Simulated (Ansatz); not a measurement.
Reflectivity of ZrC (Fm-3m) at normal incidence (Ansatz, PBE, independent particles, with spin-orbit coupling, line width 0.1 eV (Gaussian), carrier damping 0.03 eV):

| E (eV) | R (%) |
| --- | --- |
| 1.00 | 57.2 |
| 1.25 | 52.1 |
| 1.50 | 48.5 |
| 1.75 | 47.8 |
| 2.00 | 47.2 |
| 2.25 | 45.0 |
| 2.50 | 42.9 |
| 2.75 | 41.0 |
| 3.00 | 39.6 |
| 3.25 | 39.1 |
| 3.50 | 39.0 |
| 3.75 | 38.9 |
| 4.00 | 39.2 |
| 4.25 | 40.9 |
| 4.50 | 40.5 |
| 4.75 | 39.2 |
| 5.00 | 38.2 |

Task: What colour would a polished face show in daylight?

Result: Light grey: CIE x = 0.324, y = 0.339, luminous reflectivity 45 % under D65, from the mean over the axes.
